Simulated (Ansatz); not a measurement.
# NdV3: relaxing a made-up structure

This structure for NdV3 is made up. Its elements were placed in a known structure type with a cell scaled to their sizes. What cell does the guess relax to, and how far off was it?

Main program and level: Ansatz 0.2.0; DFT, PBEsol, plane-wave PAW, default files, scalar-relativistic, ferromagnetic start, cell and ions relaxed at zero pressure, in the first sound run; inputs show where later runs differ.

In doubt: a part-filled 4f shell, where there is one, can sit in one of many states, so energies may not be the lowest and differences between runs may mislead; derivatives with an open 4f shell can jump between states, which bears on forces and vibrations.

## 1. Set-up

Symmetry: Pm-3m, No. 221, cubic system. Conventional cell: a = 4.131 Å, b = 4.131 Å, c = 4.131 Å, α = 90.00°, β = 90.00°, γ = 90.00°. Nearest to Nd lie 12 V at 2.92 Å. Nearest to V lie 8 V at 2.92 Å and 4 Nd at 2.92 Å. Farther neighbours are not listed.

Coordinates:

```cif
data_structure
_symmetry_space_group_name_H-M 'Pm-3m'
_symmetry_Int_Tables_number 221
_cell_length_a 4.1310
_cell_length_b 4.1310
_cell_length_c 4.1310
_cell_angle_alpha 90.000
_cell_angle_beta 90.000
_cell_angle_gamma 90.000
_cell_volume 70.50
loop_
_atom_site_label
_atom_site_type_symbol
_atom_site_symmetry_multiplicity
_atom_site_Wyckoff_symbol
_atom_site_fract_x
_atom_site_fract_y
_atom_site_fract_z
_atom_site_occupancy
Nd1 Nd 1 a 0.00000 0.00000 0.00000 1
V1 V 3 c 0.50000 0.50000 0.00000 1
```

## 2. Relaxation of the guess

The guess takes its coordinates from another compound and its volume from a rule, so the cell and any free coordinates are relaxed together.

input.yaml reads:

```yaml
crystal:
  lattice:
    - [4.131, 0.0, 0.0]
    - [0.0, 4.131, 0.0]
    - [0.0, 0.0, 4.131]
  atoms:
    - { symbol: Nd, position: [0.0, 0.0, 0.0], spin: 3.0 }
    - { symbol: V, position: [0.5, 0.5, 0.0], spin: 2.0 }
    - { symbol: V, position: [0.0, 0.5, 0.5], spin: 2.0 }
    - { symbol: V, position: [0.5, 0.0, 0.5], spin: 2.0 }
magnetization:
  spin_polarized: true
kpoints:
  mp_grid: { grid: [7, 7, 7] }
scf:
  occupations: { method: fermi_dirac, width: 0.05 }
hamiltonian:
  xc: pbesol
  pseudopotentials: { kind: paw }
relax:
  f_tol: 0.015
  max_steps: 70
  cell: {}
output:
  forces: true
  stress: true
```

Launch:

```sh
$ ansatz run input.yaml --threads 4 --pin off --max-ram 10240MiB --backend cpu --events-out ev --progress --plain --runs-dir out
```

Numbers of over 12 decimals in the logs are rounded to 6 here.

The program printed:

```text
Warning: where an SCF of this run starts from atoms to list the orders of its open shells, Nd (site 0, from 0) starts with 3.13 μB on its 4f shell, in the place of the 3.00 μB that the deck gives it: an open f shell starts with all that it can hold by Hund's first rule. To start from spheres of the given moment, type scf.initial_density.shell_occupations: []
Engine: ansatz 0.2.0, x86_64-unknown-linux-gnu
Pseudopotentials: kind: paw
Pseudopotential: Nd, paw, valence charge 14, recommended cutoff 420 eV (normal), Nd.paw.azcp
Pseudopotential: V, paw, valence charge 13, recommended cutoff 420 eV (normal), V.paw.azcp
Functional definition: PBEsol
  exchange = pbesol_x
  correlation = pbesol_c
Crystal: 4 atoms, lattice volume = 70.496 Å³
Basis set: ecut = 420 eV, 1357 PW (Γ), exchange–correlation on 60×60×60 points (8 copies of the dense FFT grid, shifted against one another)
Bands: 38, of which v1, the nominal top of the filled ones, is band 27 counted from 1 (26 counted from 0)
Symmetry: 48 space group operations
Space group: Pm-3m (ITA 221), of the structure as read, at distance tolerance 4.1e-5 Å
Magnetic group: BNS 221.92 (UNI 1594), of the structure as read, at distance tolerance 4.1e-5 Å
k-points: 20 of 343
Non-local potential: Nd, projectors of the file, l = 0: 3, l = 1: 2, l = 2: 2, l = 3: 3
Non-local potential: V, projectors of the file, l = 0: 3, l = 1: 2, l = 2: 3, l = 3: 1
PAW form: soft (Blöchl's): semilocal exchange-correlation on the pseudo side does not see the compensation charge
PAW frozen core: Nd, regenerated for the run's functional, and the local potential with it (the file was generated under x = pbe(κ = 0.804, μ = 0.219515), c = pbe(β = 0.066725))
PAW frozen core: V, regenerated for the run's functional, and the local potential with it (the file was generated under x = pbe(κ = 0.804, μ = 0.219515), c = pbe(β = 0.066725))
PAW one-centre angular grid: Nd, 590 points (default); XC on 64 Gauss nodes
PAW one-centre angular grid: V, 590 points (default); XC on 64 Gauss nodes
Initial density: superposition of atomic densities (chi_scale 0.1, normalization cell)
Starting moments: Σ|m| = 9 μB on 4 of 4 sites
Initial wavefunctions: pseudopotential atomic-orbital guess
Functional: x = pbesol(κ = 0.804, μ = 0.123457), c = pbesol(β = 0.046)
SCF iter   1: F=—  HF=-15889.612170 eV  |F-HF|=—  |Δ(HF+E_count)|=         —  Δρ=8.26e-2 (↑8.26e-2 ↓3.15e-2)  dr2=4.97e0  dr2_m=1.48e0  M=7.453 μB ∫|m|=7.453 μB  β_m=0.30  ethr=3.10e-3  ⟨swp⟩=4.9  Hψ=5058  notcnv=0
Mixer restart at iter 1: flushing history
preconditioner: auto → Kerker (q_TF=auto, 2.602 Å⁻¹)  [metal: Δε(μ)=0.027 eV  Ē_g=6.679 eV  σ=0.050 eV  W_gap=0.13  n_scr=18 (ndim 8)  ℏωp=23.0 eV  f_vac=0.000  D(μ)=5.36/eV (n_scr^D=56)]
spin=Collinear: Kerker preconditioning applied to the charge; magnetization (m = ρ↑ − ρ↓) channel mixes plain (no charge-response kernel on spin).
SCF iter   2: F=—  HF=-15888.100074 eV  |F-HF|=—  |Δ(HF+E_count)|=    1.51e0  Δρ=4.56e-2 (↑4.56e-2 ↓2.63e-2)  dr2=1.02e0  dr2_m=6.87e-1  M=7.422 μB ∫|m|=7.422 μB  β_m=0.46  ethr=3.10e-3  ⟨swp⟩=3.1  Hψ=2923  notcnv=0  defer=102
SCF iter   3: F=—  HF=-15888.414321 eV  |F-HF|=—  |Δ(HF+E_count)|=   3.14e-1  Δρ=1.84e-2 (↑1.46e-2 ↓1.84e-2)  dr2=4.72e-2  dr2_m=1.59e-1  M=7.186 μB ∫|m|=7.186 μB  β_m=0.73  ethr=1.93e-3  ⟨swp⟩=2.7  Hψ=2363  notcnv=0  defer=102
SCF iter   4: F=—  HF=-15889.027453 eV  |F-HF|=—  |Δ(HF+E_count)|=         —  Δρ=1.43e-2 (↑1.43e-2 ↓1.31e-2)  dr2=4.29e-3  dr2_m=1.19e-1  M=6.340 μB ∫|m|=6.341 μB  β_m=0.73  ethr=8.90e-5  ⟨swp⟩=2.9  Hψ=3240  notcnv=0  defer=82
Mixer restart at iter 4: flushing history
SCF iter   5: F=—  HF=-15889.022089 eV  |F-HF|=—  |Δ(HF+E_count)|=   5.36e-3  Δρ=7.72e-3 (↑7.72e-3 ↓6.32e-3)  dr2=5.81e-3  dr2_m=3.04e-2  M=6.238 μB ∫|m|=6.240 μB  β_m=0.87  ethr=8.09e-6  ⟨swp⟩=2.2  Hψ=2895  notcnv=0  defer=77
SCF iter   6: F=—  HF=-15889.035451 eV  |F-HF|=—  |Δ(HF+E_count)|=   1.34e-2  Δρ=1.23e-3 (↑1.23e-3 ↓6.84e-4)  dr2=3.71e-4  dr2_m=4.76e-4  M=6.149 μB ∫|m|=6.149 μB  β_m=0.75  ethr=8.09e-6  ⟨swp⟩=3.7  Hψ=3204  notcnv=0  defer=70
SCF iter   7: F=—  HF=-15889.033369 eV  |F-HF|=—  |Δ(HF+E_count)|=   2.08e-3  Δρ=9.36e-4 (↑9.36e-4 ↓3.63e-4)  dr2=1.02e-3  dr2_m=1.46e-4  M=6.152 μB ∫|m|=6.153 μB  β_m=0.82  ethr=7.00e-7  ⟨swp⟩=2.2  Hψ=2737  notcnv=0  defer=69
SCF iter   8: F=—  HF=-15889.034670 eV  |F-HF|=—  |Δ(HF+E_count)|=   1.30e-3  Δρ=4.18e-4 (↑4.18e-4 ↓1.82e-4)  dr2=1.86e-4  dr2_m=2.32e-5  M=6.161 μB ∫|m|=6.162 μB  β_m=0.91  ethr=7.00e-7  ⟨swp⟩=2.1  Hψ=2461  notcnv=0  defer=69
SCF iter   9: F=—  HF=-15889.034840 eV  |F-HF|=—  |Δ(HF+E_count)|=   1.69e-4  Δρ=3.67e-4 (↑3.67e-4 ↓1.39e-4)  dr2=1.91e-4  dr2_m=1.03e-5  M=6.164 μB ∫|m|=6.165 μB  β_m=0.70  ethr=3.52e-7  ⟨swp⟩=2.0  Hψ=2574  notcnv=0  defer=69
SCF iter  10: F=—  HF=-15889.034885 eV  |F-HF|=—  |Δ(HF+E_count)|=   4.52e-5  Δρ=8.04e-5 (↑8.04e-5 ↓3.54e-5)  dr2=8.02e-6  dr2_m=5.31e-7  M=6.167 μB ∫|m|=6.168 μB  β_m=0.85  ethr=3.52e-7  ⟨swp⟩=2.4  Hψ=2217  notcnv=0  defer=69
SCF iter  11: F=—  HF=-15891.087011 eV  |F-HF|=—  |Δ(HF+E_count)|=         —  Δρ=8.96e-2 (↑8.94e-2 ↓8.96e-2)  dr2=9.54e-3  dr2_m=5.17e0  M=0.503 μB ∫|m|=5.201 μB  β_m=1.00  ethr=1.51e-8  ⟨swp⟩=2.8  Hψ=2603  notcnv=0  defer=67
Mixer restart at iter 11: flushing history
SCF iter  12: F=—  HF=-15888.910626 eV  |F-HF|=—  |Δ(HF+E_count)|=    2.18e0  Δρ=3.72e-2 (↑3.41e-2 ↓3.72e-2)  dr2=1.32e-2  dr2_m=8.20e-1  M=2.926 μB ∫|m|=3.639 μB  β_m=0.85  ethr=9.43e-5  ⟨swp⟩=4.2  Hψ=3983  notcnv=0  defer=57
SCF iter  13: F=—  HF=-15888.983480 eV  |F-HF|=—  |Δ(HF+E_count)|=   7.29e-2  Δρ=3.06e-2 (↑3.06e-2 ↓2.86e-2)  dr2=5.00e-3  dr2_m=5.65e-1  M=4.470 μB ∫|m|=4.472 μB  β_m=0.33  ethr=2.49e-5  ⟨swp⟩=3.2  Hψ=3402  notcnv=0  defer=41
SCF iter  14: F=—  HF=-15889.004650 eV  |F-HF|=—  |Δ(HF+E_count)|=   2.12e-2  Δρ=1.56e-2 (↑1.27e-2 ↓1.56e-2)  dr2=1.07e-2  dr2_m=1.27e-1  M=5.663 μB ∫|m|=5.663 μB  β_m=0.68  ethr=9.43e-6  ⟨swp⟩=3.2  Hψ=3571  notcnv=0  defer=41
SCF iter  15: F=—  HF=-15889.008906 eV  |F-HF|=—  |Δ(HF+E_count)|=   4.26e-3  Δρ=1.69e-2 (↑1.36e-2 ↓1.69e-2)  dr2=1.15e-2  dr2_m=1.48e-1  M=6.455 μB ∫|m|=6.455 μB  β_m=0.69  ethr=9.43e-6  ⟨swp⟩=3.7  Hψ=3788  notcnv=0  defer=44
SCF iter  16: F=—  HF=-15889.001734 eV  |F-HF|=—  |Δ(HF+E_count)|=   7.17e-3  Δρ=1.88e-3 (↑1.76e-3 ↓1.88e-3)  dr2=8.53e-4  dr2_m=1.77e-3  M=6.191 μB ∫|m|=6.191 μB  β_m=0.73  ethr=9.43e-6  ⟨swp⟩=2.7  Hψ=3228  notcnv=0  defer=41
[...]
SCF iter   3: F=—  HF=-15890.742779 eV  |F-HF|=—  |Δ(HF+E_count)|=         —  Δρ=7.47e-2 (↑7.47e-2 ↓7.44e-2)  dr2=7.69e-3  dr2_m=3.20e0  M=1.300 μB ∫|m|=4.447 μB  β_m=1.00  ethr=2.86e-9  ⟨swp⟩=2.0  Hψ=2118  notcnv=0
Mixer restart at iter 3: flushing history
SCF iter   4: F=—  HF=-15889.296853 eV  |F-HF|=—  |Δ(HF+E_count)|=    1.45e0  Δρ=3.93e-2 (↑3.77e-2 ↓3.93e-2)  dr2=6.58e-3  dr2_m=8.53e-1  M=3.661 μB ∫|m|=3.716 μB  β_m=0.65  ethr=9.43e-5  ⟨swp⟩=3.4  Hψ=3810  notcnv=0  defer=20
SCF iter   5: F=—  HF=-15889.277104 eV  |F-HF|=—  |Δ(HF+E_count)|=   1.97e-2  Δρ=2.72e-2 (↑2.72e-2 ↓2.70e-2)  dr2=7.14e-4  dr2_m=4.23e-1  M=4.478 μB ∫|m|=4.478 μB  β_m=0.56  ethr=1.24e-5  ⟨swp⟩=2.8  Hψ=3097  notcnv=0  defer=31
SCF iter   6: F=—  HF=-15889.270136 eV  |F-HF|=—  |Δ(HF+E_count)|=   6.97e-3  Δρ=7.40e-3 (↑7.40e-3 ↓6.83e-3)  dr2=4.25e-3  dr2_m=2.79e-2  M=5.497 μB ∫|m|=5.498 μB  β_m=0.69  ethr=1.35e-6  ⟨swp⟩=3.5  Hψ=3829  notcnv=1  defer=33
SCF iter   7: F=—  HF=-15889.268000 eV  |F-HF|=—  |Δ(HF+E_count)|=   2.14e-3  Δρ=2.84e-3 (↑2.33e-3 ↓2.84e-3)  dr2=9.21e-4  dr2_m=3.46e-3  M=5.795 μB ∫|m|=5.795 μB  β_m=0.81  ethr=1.35e-6  ⟨swp⟩=3.0  Hψ=3517  notcnv=0  defer=41
SCF iter   8: F=—  HF=-15889.268540 eV  |F-HF|=—  |Δ(HF+E_count)|=   5.40e-4  Δρ=1.15e-3 (↑1.10e-3 ↓1.15e-3)  dr2=6.09e-5  dr2_m=7.02e-4  M=5.693 μB ∫|m|=5.693 μB  β_m=0.87  ethr=1.35e-6  ⟨swp⟩=2.1  Hψ=2853  notcnv=0  defer=45
SCF iter   9: F=—  HF=-15889.268590 eV  |F-HF|=—  |Δ(HF+E_count)|=   5.02e-5  Δρ=4.25e-4 (↑4.25e-4 ↓3.92e-4)  dr2=3.79e-5  dr2_m=8.89e-5  M=5.717 μB ∫|m|=5.717 μB  β_m=0.93  ethr=1.15e-7  ⟨swp⟩=2.0  Hψ=2173  notcnv=0  defer=45
SCF iter  10: F=—  HF=-15889.268648 eV  |F-HF|=—  |Δ(HF+E_count)|=   5.73e-5  Δρ=1.01e-4 (↑1.01e-4 ↓5.46e-5)  dr2=1.04e-5  dr2_m=1.32e-6  M=5.732 μB ∫|m|=5.733 μB  β_m=0.97  ethr=7.15e-8  ⟨swp⟩=2.0  Hψ=2144  notcnv=0  defer=45
SCF iter  11: F=—  HF=-15889.268658 eV  |F-HF|=—  |Δ(HF+E_count)|=   9.91e-6  Δρ=4.34e-5 (↑4.34e-5 ↓1.11e-5)  dr2=1.40e-6  dr2_m=2.77e-7  M=5.733 μB ∫|m|=5.734 μB  β_m=0.90  ethr=1.97e-8  ⟨swp⟩=2.2  Hψ=2403  notcnv=0  defer=45
SCF iter  12: F=—  HF=-15889.268658 eV  |F-HF|=—  |Δ(HF+E_count)|=         —  Δρ=1.09e-5 (↑1.09e-5 ↓9.55e-6)  dr2=2.23e-7  dr2_m=1.29e-8  M=5.734 μB ∫|m|=5.734 μB  ethr=2.64e-9  ⟨swp⟩=2.8  Hψ=2832  notcnv=0  defer=45
Mixer restart at iter 12: flushing history
SCF iter  13: F=—  HF=-15889.268657 eV  |F-HF|=—  |Δ(HF+E_count)|=         —  Δρ=1.20e-5 (↑1.20e-5 ↓8.32e-6)  dr2=1.12e-7  dr2_m=2.94e-8  M=5.733 μB ∫|m|=5.734 μB  β_m=0.90  ethr=2.86e-9  ⟨swp⟩=7.0  Hψ=5288  notcnv=0
SCF iter  14: F=—  HF=-15889.268658 eV  |F-HF|=—  |Δ(HF+E_count)|=   1.18e-6  Δρ=9.62e-6 (↑9.62e-6 ↓4.23e-6)  dr2=1.59e-7  dr2_m=1.21e-8  M=5.733 μB ∫|m|=5.734 μB  β_m=0.83  ethr=2.11e-10  ⟨swp⟩=2.0  Hψ=2840  notcnv=0
SCF iter  15: F=—  HF=-15889.268658 eV  |F-HF|=—  |Δ(HF+E_count)|=   1.73e-7  Δρ=3.86e-6 (↑3.86e-6 ↓3.42e-6)  dr2=4.35e-8  dr2_m=2.45e-9  M=5.733 μB ∫|m|=5.734 μB  β_m=0.92  ethr=2.11e-10  ⟨swp⟩=2.0  Hψ=2139  notcnv=0
SCF iter  16: F=—  HF=-15889.268658 eV  |F-HF|=—  |Δ(HF+E_count)|=   5.30e-8  Δρ=1.31e-6 (↑1.31e-6 ↓7.57e-7)  dr2=3.09e-9  dr2_m=2.12e-10  M=5.734 μB ∫|m|=5.734 μB  β_m=0.90  ethr=8.20e-11  ⟨swp⟩=2.1  Hψ=1990  notcnv=0
SCF iter  17: F=—  HF=-15889.268658 eV  |F-HF|=—  |Δ(HF+E_count)|=   1.92e-9  Δρ=1.22e-6 (↑1.22e-6 ↓6.38e-7)  dr2=1.87e-9  dr2_m=6.74e-11  M=5.734 μB ∫|m|=5.734 μB  β_m=0.95  ethr=5.83e-12  ⟨swp⟩=2.9  Hψ=2863  notcnv=0
SCF iter  18: F=—  HF=-15889.268658 eV  |F-HF|=—  |Δ(HF+E_count)|=   3.02e-9  Δρ=5.87e-7 (↑5.87e-7 ↓3.32e-7)  dr2=4.62e-10  dr2_m=2.00e-11  M=5.734 μB ∫|m|=5.734 μB  β_m=0.81  ethr=3.53e-12  ⟨swp⟩=2.3  Hψ=2626  notcnv=0
SCF iter  19: F=—  HF=-15889.268658 eV  |F-HF|=—  |Δ(HF+E_count)|=  1.09e-11  Δρ=4.70e-7 (↑4.70e-7 ↓2.03e-7)  dr2=2.00e-10  dr2_m=2.09e-11  M=5.734 μB ∫|m|=5.734 μB  β_m=0.90  ethr=1.00e-12  ⟨swp⟩=1.2  Hψ=1533  notcnv=0
SCF iter  20: F=—  HF=-15889.268658 eV  |F-HF|=—  |Δ(HF+E_count)|=  5.46e-11  Δρ=1.68e-7 (↑1.68e-7 ↓6.61e-8)  dr2=2.32e-11  dr2_m=3.30e-12  M=5.734 μB ∫|m|=5.734 μB  β_m=0.95  ethr=1.00e-12  ⟨swp⟩=1.6  Hψ=1700  notcnv=0
SCF iter  21: F=—  HF=-15889.268658 eV  |F-HF|=—  |Δ(HF+E_count)|=  1.09e-11  Δρ=3.26e-8 (↑3.26e-8 ↓1.24e-8)  dr2=7.53e-13  dr2_m=1.55e-13  M=5.734 μB ∫|m|=5.734 μB  β_m=0.98  ethr=1.00e-12  ⟨swp⟩=1.4  Hψ=1556  notcnv=0
SCF iter  22: F=-15889.268658 eV  HF=-15889.268658 eV  |F-HF|=0.00e0  |Δ(HF+E_count)|=  3.64e-12  Δρ=5.44e-8 (↑5.44e-8 ↓1.01e-8)  dr2=3.13e-12  dr2_m=3.56e-13  M=5.734 μB ∫|m|=5.734 μB  ethr=1.00e-12  ⟨swp⟩=2.5  Hψ=4263  notcnv=0
SCF 5 converged in 22 iterations: F = -15889.268658 eV  dr2 = 3.13e-12
relax step   5: F+E_penalty+E_count = -15889.26865794 eV  Δ(F+E_penalty+E_count) = +2.033e-3 eV  max|allowed force component| = 1.212e-29 eV/Å  Δτ_max = 0.0000 Å  P = -0.044 GPa  Ω = 62.890 Å³  stress off target by 4.40e-2 GPa  SCF on the basis re-selected at this cell (its energy is not comparable with the rows above)  (22 SCF iters)
basis re-selected at this cell: Δ(F+E_penalty+E_count) = +2.033e-3 eV, ΔP = -0.008 GPa vs the last step (what re-selecting the basis moved, of the pressure what is left beyond the Pulay correction that the steps carried, after the strain that the cell walked since its last selection, with what the two solves' SCF thresholds leave and, on support functions, any second-order correction that the steps lacked; it is no measure of the basis error at this ecutwfc). The dense FFT grid was sized anew with the basis: this SCF ran on 27×27×27 points, the steps before it on 30×30×30, so part of this shift can come from that change (see relax.cell in the input reference). [rest of the remark cut]
SCF converged after 22 iterations
Magnetization: 5.7336 μB (29.3668 up, 23.6332 down)
Absolute magnetization: 5.7343 μB (∫|ρ↑−ρ↓|, with the PAW one-centre terms)
Spin contamination: 0.0491 ħ² per cell (⟨S²⟩ above its minimum at these occupations)
Per-site moments (μB) at R_I (Å): [(3.039020, 1.159943), (0.703339, 1.159943), (0.703339, 1.159943), (0.703339, 1.159943)]
Free energy (F): -15889.268658 eV
Harris-Foulkes:  -15889.268658 eV  (|F-HF|=0.00e0)
Internal energy: -15889.209673 eV  (E = F + TS)
E sigma→0 (E₀):  -15889.239166 eV
Entropy (-TS):   -0.058984 eV (-14.746 meV/atom)
Fermi energy:    17.409078 eV
--- Per-component energies (eV) ---
  E_band       = -346.889335
  E_kinetic    = 1384.462778
  E_local      = -3262.462046  (includes V_loc(G=0)·N_el)
  E_nonlocal   = -86.817425
  E_hartree    = 1490.086601
  E_xc         = -616.711277
  E_vxc        = -743.578813  (∫ρ·V_xc dr)
  E_paw        = -8966.283241  (= ΣΔE_a)
  E_vpaw       = -618.667885  (= ΣTr[D̂ρ^β])
  E_aug_tail   = 0.000824  (compensation charges beyond the density's cutoff)
  E_ewald      = -5832.303107
  E_core_change = 0.817219  (= ΣΔE_core)
  E_smearing   = -0.058984  (= −TS)
  E_closure    = 0.000000  (closes the sum)
  Σ components = -15889.268658   (vs F -15889.268658, Δ=0.00e0)
--- Forces (eV/Å), atoms counted from 1 ---
  atom   1  Nd    -0.00000000     0.00000000    -0.00000000
  atom   2  V     -0.00000000    -0.00000000     0.00000000
  atom   3  V      0.00000000    -0.00000000    -0.00000000
  atom   4  V      0.00000000    -0.00000000     0.00000000
  max |Σ_I F_I| component: 9.53e-30 eV/Å
--- Stress (GPa, compression-positive) ---
       -0.044021       0.000000      -0.000000
       -0.000000      -0.044021      -0.000000
       -0.000000       0.000000      -0.044021
  P = ⅓ Tr σ = -0.0440 GPa (-0.440 kbar)
--- Relaxed structure (4 steps of the walk, 4 accepted, 1 SCFs on fresh bases) ---
  F+E_penalty+E_count = -15889.26865794 eV   max|allowed force component| = 1.212e-29 eV/Å   (the final SCF, on the basis selected at the relaxed cell)
  cell:  # Å, volume = 62.8903 Å³
    - [3.976745, 0, 0]
    - [0, 3.976745, 0.0]
    - [0, 0.0, 3.976745]
  atoms:
    - { symbol: Nd, position: [0, 0, 0] }
    - { symbol: V, position: [0.5, 0.5, 0] }
    - { symbol: V, position: [0, 0.5, 0.5] }
    - { symbol: V, position: [0.5, 0, 0.5] }
```

The job ended after 21 s (4 threads of Intel Xeon Platinum 8488C (Sapphire Rapids), shared host; peak memory 0.56 GiB).

Step by step:

```
step  energy less that of the first step (eV)  largest force component (eV/Å)  pressure (GPa)  volume (Å³)
   1                                   0.0000                          0.0000          -10.23        70.50
   2                                  -0.2409                          0.0000            4.21        60.68
   3                                  -0.2671                          0.0000           -0.65        63.25
   4                                  -0.2680                          0.0000           -0.04        62.89
  5*                                  -0.2660                          0.0000           -0.04        62.89
```

Relaxation steps marked * repeat the geometry before them on a plane-wave basis chosen anew for their cell, so energy and pressure can jump there.

The run keeps the 48 symmetry operations that it works with, so distortions that break them were not tested.

```
conventional cell, symmetrised  before  after   change
                         a (Å)   4.131  3.977   -3.7 %
                         b (Å)   4.131  3.977   -3.7 %
                         c (Å)   4.131  3.977   -3.7 %
              volume (Å³/atom)   17.62  15.72  -10.8 %
```

Final coordinates:

```cif
data_structure
_symmetry_space_group_name_H-M 'P 1'
_symmetry_Int_Tables_number 1
_cell_length_a 3.9767
_cell_length_b 3.9767
_cell_length_c 3.9767
_cell_angle_alpha 90.000
_cell_angle_beta 90.000
_cell_angle_gamma 90.000
_cell_volume 62.89
loop_
_atom_site_label
_atom_site_type_symbol
_atom_site_fract_x
_atom_site_fract_y
_atom_site_fract_z
_atom_site_occupancy
Nd1 Nd 0.00000 0.00000 0.00000 1
V2 V 0.50000 0.50000 0.00000 1
V3 V 0.00000 0.50000 0.50000 1
V4 V 0.50000 0.00000 0.50000 1
```

This step gave:

| Item | Value |
| --- | --- |
| free energy | -15889.2687 eV |
| energy at zero smearing | -15889.2392 eV |
| smearing term TS | 0.05898 eV |
| Fermi energy | 17.41 eV |
| magnetization | 5.734 μB |
| absolute magnetization | 5.734 μB |
| site moments | 3.039, 0.7033, 0.7033, 0.7033 μB |
| electrons | 53 |
| symmetry operations | 48 |
| pressure | -0.04402 GPa |

Site moment by atom:

```
atom  site moment (μB)
 Nd1              3.04
  V2              0.70
  V3              0.70
  V4              0.70
```

Shortest distances by pair of elements, guess and relaxed (not always the same contact):

```
 pair  guess (Å)  relaxed (Å)
 Nd–V      2.921        2.812
  V–V      2.921        2.812
Nd–Nd      4.131        3.977
```

The relaxation ends with a pressure of -0.04 GPa.

[end of part 1 of 2]

[Logs are printed without paths, hosts, clocks, repeated set-up lines and the standing remarks that a program may print on its own settings, such as how far it seeks lower states.]

[Hosts, paths, dates, database ids (printed as entryN), source tags and the programs' standing remarks are cut or masked in the printed files.]
